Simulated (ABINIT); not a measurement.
## CO2 (Cmce): a self-consistent loop beyond G0W0, cycle by cycle

Aim: iterate the self-energy on CO2 (Cmce) and follow the gap from cycle to cycle.

Calculated with ABINIT 10.8.3; PBEsol and many-body steps on it, plane waves.

## Step 1: The structure

The structure is orthorhombic, space group Cmce (No. 64). The conventional cell has a = 5.272 Å, b = 4.775 Å, c = 6.587 Å, α = 90.00°, β = 90.00°, γ = 90.00°. Nearest to C lie 2 O at 1.17 Å. Nearest to O lie 1 C at 1.17 Å. Farther neighbours and most contacts between anions are not listed.

The cell and positions are those that the Materials Project relaxed with its own functionals (PBE, PBE+U or r2SCAN), kept fixed.

## Step 2: Empty states on the mesh, 4×4×2 mesh, 100 bands

This step: ABINIT 10.8.3; DFT, PBEsol, plane waves, norm-conserving pseudopotentials.

The sums over transitions need many empty states on a uniform mesh; this step solves for them.

run.abi reads:

```
acell 3*1.0 Angstrom
rprim 
  2.635911230000 -2.387378120000 0.000000000000
  2.635911230000 2.387378120000 0.000000000000
  0.000000000000 0.000000000000 6.587174910000
ntypat 2
znucl 6 8
natom 6
typat 1 1 2 2 2 2
xred 
  0.000000000000 0.000000000000 0.000000000000
  0.500000000000 0.500000000000 0.500000000000
  0.806508570000 0.193491430000 0.891843390000
  0.193491430000 0.806508570000 0.108156610000
  0.693491430000 0.306508570000 0.391843390000
  0.306508570000 0.693491430000 0.608156610000
pp_dirpath "pseudos"
pseudos "C.upf, O.upf"
ecut 37
ngkpt 4 4 2
nshiftk 1
shiftk 0 0 0
kptopt 1
chksymbreak 0
iscf -2
irdden 1
istwfk *1
nband 100
nbdbuf 8
tolwfr 1e-09
nstep 60
prtvol 0
indata_prefix "in"
outdata_prefix "out"
tmpdata_prefix "tmp"
```

Command:

```sh
> OMP_NUM_THREADS=1 mpirun -n 8 abinit run.abi > log
```

Numbers of over 12 decimals in the logs are rounded to 6 here.

The program printed:

```text
.Version 10.8.3 of ABINIT. v10.8.2 released Aug 2026.

 Symmetries : space group Cm c a (# 64); Bravais oC (1-face-center ortho.)
[... echo of the input left out ...]
== DATASET  1 ==================================================================
-   mpi_nproc: 8, omp_nthreads: 1 (-1 if OMP is not activated)

--- !DatasetInfo
iteration_state: {dtset: 1, }
dimensions: {natom: 6, nkpt: 14, mband: 100, nsppol: 1, nspinor: 1, nspden: 1, mpw: 6054, }
cutoff_energies: {ecut:  37.0, pawecutdg:  -1.0, }
[...]
1.73978    1.76054    1.77234    1.81192    1.83101    1.83230    1.83600    1.84777
   1.87077    1.88126    1.88432    1.89924    1.90419    1.90885    1.91877    1.93127
   1.94445    1.95465    1.96314    1.97477
 prteigrs : prtvol=0 or 1, do not print more k-points.

== END DATASET(S) ==============================================================
================================================================================

 -outvars: echo values of variables after computation  --------
            nband         100
             nkpt          14
          spgroup          64
 [... the other variables as echoed above ...]

 Calculation completed.
```

Run time: 27 s. Hardware: 8 MPI ranks of Arm Neoverse V2, shared host; peak memory 0.7 GiB; 3.6 min of CPU time.

This step gave:

```
gap                                                           : 6.582 eV
k of the valence top                                          : 0.5, 0.5, 0
k of the conduction bottom                                    : 0, 0, 0
least direct gap                                              : 7.142 eV
k points computed                                             : 14
lowest point of the top converged band, above the valence top : 53.0086 eV
```

On this mesh the gap is 6.582 eV.

The density comes from a self-consistent run that is not shown.

## Step 3: Screening, 4×4×2 mesh, 92 bands, screening to 130.6 eV

The RPA dielectric matrix is built and inverted for each q.

This step: RPA screening on PBEsol, plane waves, norm-conserving pseudopotentials.

run.abi, as its differences from that of step 2:

```diff
@@ -24,10 +24,11 @@
 chksymbreak 0
-iscf -2
-irdden 1
 istwfk *1
-nband 100
-nbdbuf 8
-tolwfr 1e-09
-nstep 60
-prtvol 0
+occopt 1
+irdwfk 1
+optdriver 3
+nband 92
+ecuteps 4.8
+inclvkb 2
+awtr 1
+symchi 1
 indata_prefix "in"
```

The program printed:

```text
.Version 10.8.3 of ABINIT. v10.8.2 released Aug 2026.

 Symmetries : space group Cm c a (# 64); Bravais oC (1-face-center ortho.)
[... echo of the input left out ...]
== DATASET  1 ==================================================================
-   mpi_nproc: 8, omp_nthreads: 1 (-1 if OMP is not activated)

--- !DatasetInfo
iteration_state: {dtset: 1, }
dimensions: {natom: 6, nkpt: 14, mband: 92, nsppol: 1, nspinor: 1, nspden: 1, mpw: 6054, }
cutoff_energies: {ecut:  37.0, pawecutdg:  -1.0, }
electrons: {nelect:   3.20000000E+01, charge:   0.00000000E+00, occopt:   1.00000000E+00, tsmear:   1.00000000E-02, }

 SCREENING: Calculation of the susceptibility and dielectric matrices

 Based on a program developped by R.W. Godby, V. Olevano, G. Onida, and L. Reining.
 Incorporated in ABINIT by V. Olevano, G.-M. Rignanese, and M. Torrent.
.Using double precision arithmetic ; gwpc =  8

[... cell and pseudopotentials left out ...]
--------------------------------------------------------------------------------

 ==== K-mesh for the wavefunctions ====
 Number of points in the irreducible wedge :    14
[... list of points left out ...]
 Together with  8 symmetry operations and time-reversal symmetry
 yields    32 points in the full Brillouin Zone.

 ==== Q-mesh for the screening function ====
 Number of points in the irreducible wedge :    14
[... list of points left out ...]
 Together with  8 symmetry operations and time-reversal symmetry
 yields    32 points in the full Brillouin Zone.

 setmesh: FFT mesh size selected  =    30x   30x   50
          total number of points  =        45000

 vcoul_init : cutoff-mode = AUXILIARY_FUNCTION
 q-points for optical limit:   1
     1)      0.000010    0.000020    0.000030

- screening: taking advantage of time-reversal symmetry
- Maximum band index for partially occupied states nbvw = 16
- Remaining bands to be divided among processors   nbcw = 76
- Number of bands treated by each node ~9

 Number of electrons calculated from density =   32.0000; Expected =   32.0000
 average of density, n =  0.057197
 r_s =    1.6101
 omega_plasma =   23.0697 [eV]

 calculating chi0 at frequencies [eV] :
  1    0.000000E+00    0.000000E+00
  2    0.000000E+00    2.306969E+01

--------------------------------------------------------------------------------
  q-point number  1        q = ( 0.000000, 0.000000, 0.000000) [r.l.u.]
--------------------------------------------------------------------------------
[... chi0 elements left out ...]
 For q-point:  0.000010 0.000020 0.000030
  dielectric constant =   1.8338
  dielectric constant without local fields =   2.2197

  Average fulfillment of the sum rule on Im[epsilon] for q-point    1 :     55.06  [%]
[... wings left out ...]
  q-point number  2        q = ( 0.250000, 0.000000, 0.000000) [r.l.u.]
--------------------------------------------------------------------------------
[... chi0 elements left out ...]
  Average fulfillment of the sum rule on Im[epsilon] for q-point    2 :     63.73  [%]

 [... 12 further q-points ...]
```

Elapsed: 42 s, on 8 MPI ranks; peak memory 3.2 GiB; 5.6 min of CPU time.

This step gave:

```yaml
eps_infinity_with_local_fields_on_this_mesh_along_the_program_s_q_direction: 1.834
the_same_without_local_fields: 2.220
plasma_frequency: 23.07 eV
plane_waves_in_the_screening_matrix: 277
```

Local fields lower ε∞ by 17 %. On a Γ-centred mesh this coarse the value itself is usually too large, while a short band sum pulls it down.

## Step 4: G0W0

The self-energy is evaluated for the states that the input lists, and the levels follow from it, in one-shot runs by the linearised quasiparticle equation.

This step: G0W0 on PBEsol, plane waves, norm-conserving pseudopotentials.

run.abi, as its differences from that of step 3:

```diff
@@ -27,8 +27,17 @@
 irdwfk 1
-optdriver 3
+optdriver 4
 nband 92
+gwcalctyp 0
+ecutsigx 37
+symsigma 1
+nkptgw 2
+kptgw 
+  0.5000000000 0.5000000000 0.0000000000
+  0.0000000000 0.0000000000 0.0000000000
+bdgw 
+  15 18
+  15 18
 ecuteps 4.8
-inclvkb 2
-awtr 1
-symchi 1
+irdscr 1
+ppmodel 1
 indata_prefix "in"
```

The program printed:

```text
.Version 10.8.3 of ABINIT. v10.8.2 released Aug 2026.

 Symmetries : space group Cm c a (# 64); Bravais oC (1-face-center ortho.)
[... echo of the input left out ...]
== DATASET  1 ==================================================================
-   mpi_nproc: 8, omp_nthreads: 1 (-1 if OMP is not activated)

--- !DatasetInfo
iteration_state: {dtset: 1, }
dimensions: {natom: 6, nkpt: 14, mband: 92, nsppol: 1, nspinor: 1, nspden: 1, mpw: 6054, }
cutoff_energies: {ecut:  37.0, pawecutdg:  -1.0, }
electrons: {nelect:   3.20000000E+01, charge:   0.00000000E+00, occopt:   1.00000000E+00, tsmear:   1.00000000E-02, }

 SIGMA: Calculation of the GW corrections

 Based on a program developped by R.W. Godby, V. Olevano, G. Onida, and L. Reining.
 Incorporated in ABINIT by V. Olevano, G.-M. Rignanese, and M. Torrent.
.Using double precision arithmetic ; gwpc =  8

[... cell and pseudopotentials left out ...]
--------------------------------------------------------------------------------

 ==== K-mesh for the wavefunctions ====
 Number of points in the irreducible wedge :    14
[... list of points left out ...]
 Together with  8 symmetry operations and time-reversal symmetry
 yields    32 points in the full Brillouin Zone.

 ==== Q-mesh for screening function ====
 Number of points in the irreducible wedge :    14
[... list of points left out ...]
 Together with  8 symmetry operations and time-reversal symmetry
 yields    32 points in the full Brillouin Zone.

 vcoul_init : cutoff-mode = AUXILIARY_FUNCTION
 q-points for optical limit:   1
     1)      0.000010    0.000020    0.000030
 setmesh: FFT mesh size selected  =    40x   40x   72
          total number of points  =       115200

 Number of electrons calculated from density =   32.0000; Expected =   32.0000
 average of density, n =  0.057197
 r_s =    1.6101
 omega_plasma =   23.0697 [eV]

 === KS Band Gaps ===
  >>>> For spin  1
   Minimum direct gap =   7.1427 [eV], located at k-point      :   0.0000  0.0000  0.0000
   Fundamental gap    =   6.5818 [eV], Top of valence bands at :   0.5000  0.5000  0.0000
                                       Bottom of conduction at :   0.0000  0.0000  0.0000
 SIGMA fundamental parameters:
 PLASMON POLE MODEL  1
 number of plane-waves for SigmaX                 6011
 number of plane-waves for SigmaC and W            277
 number of plane-waves for wavefunctions          6011
 number of bands                                    92
 number of independent spin polarizations            1
 number of spinorial components                      1
 number of k-points in IBZ                          14
 number of q-points in IBZ                          14
 number of symmetry operations                       8
 number of k-points in BZ                           32
 number of q-points in BZ                           32
 number of frequencies for dSigma/dE                 9
 frequency step for dSigma/dE [eV]                0.25
 number of omega for Sigma on real axis              0
 max omega for Sigma on real axis  [eV]           0.00
 zcut for avoiding poles [eV]                     0.10

 EPSILON^-1 parameters (SCR file):
 dimension of the eps^-1 matrix on file            277
 dimension of the eps^-1 matrix used               277
 number of plane-waves for wavefunctions          6011
 number of bands                                    92
 number of q-points in IBZ                          14
 number of frequencies                               2
 number of real frequencies                          1
 number of imag frequencies                          1

 matrix elements of self-energy operator (all in [eV])

 Perturbative Calculation

--- !SelfEnergy_ee
iteration_state: {dtset: 1, }
kpoint     : [   0.500,    0.500,    0.000, ]
spin       : 1
KS_gap     :    7.767
QP_gap     :   12.997
Delta_QP_KS:    5.231
data: !SigmaeeData |
     Band     E0 <VxcDFT>   SigX SigC(E0)      Z dSigC/dE  Sig(E)    E-E0       E
       15  -3.447 -19.503 -24.934   3.148   0.828  -0.207 -21.395  -1.892  -5.339
       16  -3.115 -19.999 -25.296   3.134   0.828  -0.208 -21.790  -1.791  -4.906
       17   4.651 -15.944  -9.906  -2.007   0.853  -0.172 -12.504   3.440   8.091
       18   5.718 -16.902  -9.948  -2.426   0.846  -0.182 -13.071   3.832   9.549

--- !SelfEnergy_ee
iteration_state: {dtset: 1, }
kpoint     : [   0.000,    0.000,    0.000, ]
spin       : 1
KS_gap     :    7.143
QP_gap     :   10.877
Delta_QP_KS:    3.735
data: !SigmaeeData |
     Band     E0 <VxcDFT>   SigX SigC(E0)      Z dSigC/dE  Sig(E)    E-E0       E
       15  -3.729 -19.235 -24.726   3.146   0.829  -0.206 -21.179  -1.944  -5.673
       16  -3.676 -19.202 -24.719   3.158   0.829  -0.206 -21.157  -1.955  -5.632
       17   3.466 -10.424  -5.714  -2.701   0.886  -0.129  -8.644   1.779   5.245
       18   3.992 -15.084  -9.362  -1.918   0.858  -0.165 -11.819   3.264   7.257

== END DATASET(S) ==============================================================
================================================================================

 -outvars: echo values of variables after computation  --------
           etotal      0.0000000000E+00
            nband          92
             nkpt          14
          spgroup          64
 [... the other variables as echoed above ...]

 Calculation completed.
```

The job ended after 7.2 s (8 MPI ranks; peak memory 2.2 GiB).

Numbers from this step:

| Quantity | Value |
| --- | --- |
| G0W0 gap on the points computed | 10.15 eV |
| starting gap on the mesh | 6.582 eV |
| k of the valence top | 0.5, 0.5, 0 |
| k of the conduction bottom | 0, 0, 0 |
| Z at the valence top | 0.828 |
| Z at the conduction bottom | 0.886 |
| least direct G0W0 gap on the computed points | 10.88 eV |

The gap on the mesh goes from 6.58 eV to 10.15 eV, a correction of +3.57 eV.

## Step 5: evGW0, cycle 1

This step: evGW0 on PBEsol, plane waves, norm-conserving pseudopotentials.

run.abi, as its differences from that of step 4:

```diff
@@ -29,12 +29,36 @@
 nband 92
-gwcalctyp 0
+gwcalctyp 10
 ecutsigx 37
 symsigma 1
-nkptgw 2
+nkptgw 14
 kptgw 
+  0.0000000000 0.0000000000 0.0000000000
+  0.2500000000 0.0000000000 0.0000000000
+  0.5000000000 0.0000000000 0.0000000000
+  0.2500000000 0.2500000000 0.0000000000
+  0.5000000000 0.2500000000 0.0000000000
+  -0.2500000000 0.2500000000 0.0000000000
   0.5000000000 0.5000000000 0.0000000000
-  0.0000000000 0.0000000000 0.0000000000
+  0.0000000000 0.0000000000 0.5000000000
+  0.2500000000 0.0000000000 0.5000000000
+  0.5000000000 0.0000000000 0.5000000000
+  0.2500000000 0.2500000000 0.5000000000
+  0.5000000000 0.2500000000 0.5000000000
+  -0.2500000000 0.2500000000 0.5000000000
+  0.5000000000 0.5000000000 0.5000000000
 bdgw 
-  15 18
-  15 18
+  5 22
+  5 22
+  5 22
+  5 22
+  5 22
+  5 22
+  5 22
+  5 22
+  5 22
+  5 22
+  5 22
+  5 22
+  5 22
+  5 22
 ecuteps 4.8
```

The program printed:

```text
.Version 10.8.3 of ABINIT. v10.8.2 released Aug 2026.

 Symmetries : space group Cm c a (# 64); Bravais oC (1-face-center ortho.)
[... echo of the input left out ...]
== DATASET  1 ==================================================================
-   mpi_nproc: 8, omp_nthreads: 1 (-1 if OMP is not activated)

--- !DatasetInfo
iteration_state: {dtset: 1, }
dimensions: {natom: 6, nkpt: 14, mband: 92, nsppol: 1, nspinor: 1, nspden: 1, mpw: 6054, }
cutoff_energies: {ecut:  37.0, pawecutdg:  -1.0, }
electrons: {nelect:   3.20000000E+01, charge:   0.00000000E+00, occopt:   1.00000000E+00, tsmear:   1.00000000E-02, }

 SIGMA: Calculation of the GW corrections

 Based on a program developped by R.W. Godby, V. Olevano, G. Onida, and L. Reining.
 Incorporated in ABINIT by V. Olevano, G.-M. Rignanese, and M. Torrent.
.Using double precision arithmetic ; gwpc =  8

[... cell and pseudopotentials left out ...]
--------------------------------------------------------------------------------

 ==== K-mesh for the wavefunctions ====
 Number of points in the irreducible wedge :    14
[... list of points left out ...]
 Together with  8 symmetry operations and time-reversal symmetry
 yields    32 points in the full Brillouin Zone.

 ==== Q-mesh for screening function ====
 Number of points in the irreducible wedge :    14
[... list of points left out ...]
 Together with  8 symmetry operations and time-reversal symmetry
 yields    32 points in the full Brillouin Zone.

 vcoul_init : cutoff-mode = AUXILIARY_FUNCTION
 q-points for optical limit:   1
     1)      0.000010    0.000020    0.000030
 setmesh: FFT mesh size selected  =    40x   40x   72
          total number of points  =       115200

 Number of electrons calculated from density =   32.0000; Expected =   32.0000
[...]
spin       : 1
KS_gap     :    8.431
QP_gap     :   13.838
Delta_QP_KS:    5.407
data: !SigmaeeData |
     Band     E_DFT   <VxcDFT>   E(N-1)  <Hhartree>   SigX  SigC[E(N-1)]    Z     dSigC/dE  Sig[E(N)]  DeltaE  E(N)_pert E(N)_diago
[...]
--- !SelfEnergy_ee
iteration_state: {dtset: 1, }
kpoint     : [   0.500,    0.500,    0.500, ]
spin       : 1
KS_gap     :    8.650
QP_gap     :   14.176
Delta_QP_KS:    5.525
data: !SigmaeeData |
     Band     E_DFT   <VxcDFT>   E(N-1)  <Hhartree>   SigX  SigC[E(N-1)]    Z     dSigC/dE  Sig[E(N)]  DeltaE  E(N)_pert E(N)_diago
[...]
21     8.080   -14.479     8.080    22.559    -7.754    -3.162     0.860    -0.162   -11.413     3.066    11.146    11.643
       22     8.080   -14.479     8.080    22.559    -7.754    -3.162     0.860    -0.162   -11.413     3.066    11.146    11.643

 New Fermi energy :        3.619860E-03 Ha ,    9.850141E-02 eV

 === QP Band Gaps ===
  >>>> For spin  1
   Minimum direct gap =  11.5107 [eV], located at k-point      :   0.0000  0.0000  0.0000
   Fundamental gap    =  10.7534 [eV], Top of valence bands at :   0.5000  0.5000  0.0000
                                       Bottom of conduction at :   0.0000  0.0000  0.0000

 writing QP data on file : out_QPS

 Convergence of QP corrections
 >>>>> For spin  1 <<<<<
.  kptgw no:  1; Maximum DeltaE = (   1.779  -0.000) for band index: 17
.  kptgw no:  2; Maximum DeltaE = (   3.337   0.000) for band index: 17
.  kptgw no:  3; Maximum DeltaE = (  -1.874   0.000) for band index: 15
[...]
.  kptgw no: 13; Maximum DeltaE = (  -1.905   0.000) for band index: 15
.  kptgw no: 14; Maximum DeltaE = (  -1.876   0.000) for band index: 16

== END DATASET(S) ==============================================================
================================================================================

 -outvars: echo values of variables after computation  --------
           etotal      0.0000000000E+00
            nband          92
             nkpt          14
          spgroup          64
 [... the other variables as echoed above ...]

 Calculation completed.
```

The job ended after 4.1 min (8 MPI ranks; peak memory 5.4 GiB).

Numbers from this step:

```yaml
quasiparticle_gap_on_the_mesh: 10.75 eV
gap_of_the_density_functional_on_the_mesh: 6.582 eV
k_of_the_valence_top: 0.5, 0.5, 0
k_of_the_conduction_bottom: 0, 0, 0
z_at_the_valence_top: 0.828
z_at_the_conduction_bottom: 0.886
least_direct_quasiparticle_gap_on_the_computed_points: 11.51 eV
```

Against G0W0 in ABINIT (4×4×2 mesh, 92 bands, screening to 130.6 eV, Godby-Needs plasmon pole), the gap moves by +0.602 eV. This first cycle still uses the starting levels; it takes the full correction, at all points of the mesh, and its linearised value is 10.151 eV.

## Step 6: evGW0, cycle 2

The corrected levels of the last cycle go back in.

run.abi, as its differences from that of step 5:

```diff
@@ -66,2 +66,3 @@
 ppmodel 1
+irdqps 1
 indata_prefix "in"
```

The program printed:

```text
.Version 10.8.3 of ABINIT. v10.8.2 released Aug 2026.

 Symmetries : space group Cm c a (# 64); Bravais oC (1-face-center ortho.)
[... echo of the input left out ...]
== DATASET  1 ==================================================================
-   mpi_nproc: 8, omp_nthreads: 1 (-1 if OMP is not activated)

--- !DatasetInfo
iteration_state: {dtset: 1, }
dimensions: {natom: 6, nkpt: 14, mband: 92, nsppol: 1, nspinor: 1, nspden: 1, mpw: 6054, }
cutoff_energies: {ecut:  37.0, pawecutdg:  -1.0, }
[...]
.  kptgw no:  3; Maximum DeltaE = (  -0.284  -0.000) for band index: 17
[...]
.  kptgw no: 13; Maximum DeltaE = (  -0.300   0.000) for band index: 17
.  kptgw no: 14; Maximum DeltaE = (   0.127   0.000) for band index: 15

== END DATASET(S) ==============================================================
================================================================================

 -outvars: echo values of variables after computation  --------
           etotal      0.0000000000E+00
            nband          92
             nkpt          14
          spgroup          64
 [... the other variables as echoed above ...]

 Calculation completed.
```

It took 4.1 min on 8 MPI ranks; peak memory 5.4 GiB.

This step gave:

```yaml
quasiparticle_gap_on_the_mesh: 10.57 eV
gap_of_the_density_functional_on_the_mesh: 6.582 eV
k_of_the_valence_top: 0.5, 0.5, 0
k_of_the_conduction_bottom: 0, 0, 0
least_direct_quasiparticle_gap_on_the_computed_points: 11.31 eV
```

Against the cycle before, the gap moves by −0.186 eV.

(Part 1 of 3 ends here.)

[Paths, hosts, dates, memory and timing lines, banners, echoed tables and standing remarks are left out of the program output.]

[Logs are printed without paths, hosts, clocks, repeated set-up lines and the standing remarks that a program may print on its own settings, such as how far it seeks lower states.]

[Runs of the session that timed out or met a known fault of the program may be left out.]

[Hosts, paths, dates, database ids (printed as entryN), source tags and the programs' standing remarks are cut or masked in the printed files.]

[G0W0 gaps are taken among the corrected bands and points alone; a level outside them can change the order at an edge.]

[Where Ansatz stands beside ABINIT at settings called matched, ABINIT's density can come from a denser mesh and the files from another edition; pairs whose starting gaps differed by over 0.03 eV were left out, so agreement reads better than it is.]
